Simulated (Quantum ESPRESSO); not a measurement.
# GaP (F-43m): the optical phonon under strain

Wanted: the shift of the optical mode of GaP (F-43m) in a strained (001) layer.

Main program and level: Quantum ESPRESSO 7.5; DFT PBE, scalar-relativistic, plane waves, GBRV ultrasoft pseudopotentials.

## (1) The relaxed structure

Symmetry: F-43m, No. 216, cubic system. Conventional cell: a = 5.502 Å, b = 5.502 Å, c = 5.502 Å, α = 90.00°, β = 90.00°, γ = 90.00°. Ga has 4 P at 2.38 Å nearest. Nearest to P lie 4 Ga at 2.38 Å. Farther neighbours are not listed.

This is the cell after its relaxation at this level of theory, not the database cell from which that began.

## (2) Uniaxial strain

The relaxed cell is stretched along z alone. This keeps all atoms on sites fixed by symmetry and splits the threefold mode into a singlet, polarised along z, and a doublet. The macroscopic field is left out, so these are transverse modes. Cutoff 55 Ry, k mesh 8×8×8.

From the response at ε_zz = 0.01:

The log of the run:

```text
[banners, grids, parts of the stress and lines that vanish by symmetry left out]
Program PHONON v.7.5
     Reading xml data from directory:

[...]
Exchange-correlation= PBE
                           (   1   4   3   4   0   0   0)
[...]
kinetic-energy cut-off    =      55.0000  Ry
     charge density cut-off    =     440.0000  Ry
     convergence threshold     =      1.0E-18
[...]
Exchange-correlation= PBE
                           (   1   4   3   4   0   0   0)
[...]
q = (   0.0000000   0.0000000   0.0000000 )
      9 Sym.Ops. (with q -> -q+G )
     G cutoff =  608.4661  (  44311 G-vectors)     FFT grid: ( 50, 50, 50)
     G cutoff =  304.2330  (  15649 G-vectors)  smooth grid: ( 36, 36, 36)
     number of k points=    59
[...]
Mode symmetry, D_2d (-42m) point group:
[...]
Representation #   1 mode #   1
[...]
End of self-consistent calculation
     Convergence has been achieved
     Representation #   2 mode #   2
[...]
End of self-consistent calculation
     Convergence has been achieved
     Representation #   3 modes #   3   4
[...]
End of self-consistent calculation
     Convergence has been achieved
     Representation #   4 modes #   5   6
[...]
End of self-consistent calculation
     Convergence has been achieved
[...]
q = (    0.000000000   0.000000000   0.000000000 )
[...]
freq (    1) =       0.028633 [THz] =       0.955106 [cm-1]
     freq (    2) =       0.104703 [THz] =       3.492512 [cm-1]
     freq (    3) =       0.104703 [THz] =       3.492512 [cm-1]
     freq (    4) =      10.228163 [THz] =     341.174781 [cm-1]
     freq (    5) =      10.228163 [THz] =     341.174781 [cm-1]
     freq (    6) =      10.231383 [THz] =     341.282211 [cm-1]
[...]
Mode symmetry, D_2d (-42m) point group:
     freq (   1-   1) =          1.0  [cm-1]   --> B_2  X_3  W_2   I+R
     freq (   2-   3) =          3.5  [cm-1]   --> E    X_5  W_3   I+R
     freq (   4-   5) =        341.2  [cm-1]   --> E    X_5  W_3   I+R
     freq (   6-   6) =        341.3  [cm-1]   --> B_2  X_3  W_2   I+R

   JOB DONE.
```

```csv
ε_zz,singlet (cm⁻¹),doublet (cm⁻¹),σ_zz (GPa),σ_xx (GPa)
-0.01,349.43,349.76,-1.434,-0.714
-0.005,347.45,347.59,-0.793,-0.431
0,345.44,345.44,-0.159,-0.159
0.005,343.38,343.30,0.468,0.102
0.01,341.28,341.17,1.087,0.352
```

Stress is counted positive in tension.

## (3) The fit

To first order ω² − ω₀² = p ε_zz + q (ε_xx + ε_yy) for the mode along z, and likewise for x and y. With ε_zz alone the singlet gives p and the doublet q.

The linear terms of parabolas through ω² are p = -2.36 ω₀² and q = -2.49 ω₀², with ω₀ = 345.4 cm⁻¹. Those of the stresses are C11 = 126 GPa and C12 = 53 GPa. Under hydrostatic strain p and q imply γ = −(p + 2q)/(6 ω₀²) = 1.22.

A layer held to an in-plane strain ε and free along z takes ε_zz = −2 (C12/C11) ε = -0.846 ε. To first order the singlet then shifts by (q − p C12/C11) ε / ω₀ = -514 ε cm⁻¹. For ε = 0.006, ε_zz = -0.00507, the formulas for ω² predict 342.34 cm⁻¹ for the singlet and 342.58 cm⁻¹ for the doublet.

## (4) A biaxially strained cell

This run was no part of the fit.

The log of the run:

```text
[banners, grids, parts of the stress and lines that vanish by symmetry left out]
[banner, memory and clock lines left out]
Program PHONON v.7.5

[...]
Exchange-correlation= PBE
                           (   1   4   3   4   0   0   0)
[...]
kinetic-energy cut-off    =      55.0000  Ry
     charge density cut-off    =     440.0000  Ry
     convergence threshold     =      1.0E-18
[...]
Exchange-correlation= PBE
                           (   1   4   3   4   0   0   0)
[...]
q = (   0.0000000   0.0000000   0.0000000 )
      9 Sym.Ops. (with q -> -q+G )
     G cutoff =  602.9906  (  44183 G-vectors)     FFT grid: ( 50, 50, 50)
     G cutoff =  301.4953  (  15577 G-vectors)  smooth grid: ( 36, 36, 36)
     number of k points=    59
[...]
Mode symmetry, D_2d (-42m) point group:
[...]
Representation #   1 mode #   1
[...]
End of self-consistent calculation
     Convergence has been achieved
     Representation #   2 mode #   2
[...]
End of self-consistent calculation
     Convergence has been achieved
     Representation #   3 modes #   3   4
[...]
End of self-consistent calculation
     Convergence has been achieved
     Representation #   4 modes #   5   6
[...]
End of self-consistent calculation
     Convergence has been achieved
[...]
q = (    0.000000000   0.000000000   0.000000000 )
[...]
freq (    1) =      -0.045601 [THz] =      -1.521084 [cm-1]
     freq (    2) =       0.088502 [THz] =       2.952104 [cm-1]
     freq (    3) =       0.088502 [THz] =       2.952104 [cm-1]
     freq (    4) =      10.263962 [THz] =     342.368928 [cm-1]
     freq (    5) =      10.269061 [THz] =     342.539000 [cm-1]
     freq (    6) =      10.269061 [THz] =     342.539000 [cm-1]
[...]
Mode symmetry, D_2d (-42m) point group:
     freq (   1-   1) =         -1.5  [cm-1]   --> B_2  X_3  W_2   I+R
     freq (   2-   3) =          3.0  [cm-1]   --> E    X_5  W_3   I+R
     freq (   4-   4) =        342.4  [cm-1]   --> B_2  X_3  W_2   I+R
     freq (   5-   6) =        342.5  [cm-1]   --> E    X_5  W_3   I+R
```

```csv
mode,predicted (cm⁻¹),run (cm⁻¹)
singlet,342.34,342.37
doublet,342.58,342.54
```

The stress along z is -0.157 GPa and that in the plane 0.632 GPa; the unstrained cell carries -0.159 GPa.

## (5) Outcome

* p (in units of the squared frequency): -2.358
* q (same units): -2.486
* shift of the singlet per unit of biaxial strain: -514 cm⁻¹
* C11 and C12: 126 and 53 GPa

In words: To first order, one per cent of tensile biaxial strain moves the singlet of GaP (F-43m) by -5.1 cm⁻¹ and the doublet by -4.7 cm⁻¹; the formulas miss the test run by up to 0.04 cm⁻¹. In backscattering from (001) the mode polarised along z is the one seen in diamond and zinc-blende crystals; in a polar crystal it is the LO mode, whose potentials differ somewhat from these. The third potential, r, needs shear strain and a relaxation of the atoms, which was not run. These are harmonic values at zero temperature.

[Host names and launcher messages were left out of these logs when they were recorded.]

[Logs are printed without paths, hosts, clocks, repeated set-up lines and the standing remarks that a program may print on its own settings, such as how far it seeks lower states.]

[Hosts, paths, dates, database ids (printed as entryN), source tags and the programs' standing remarks are cut or masked in the printed files.]
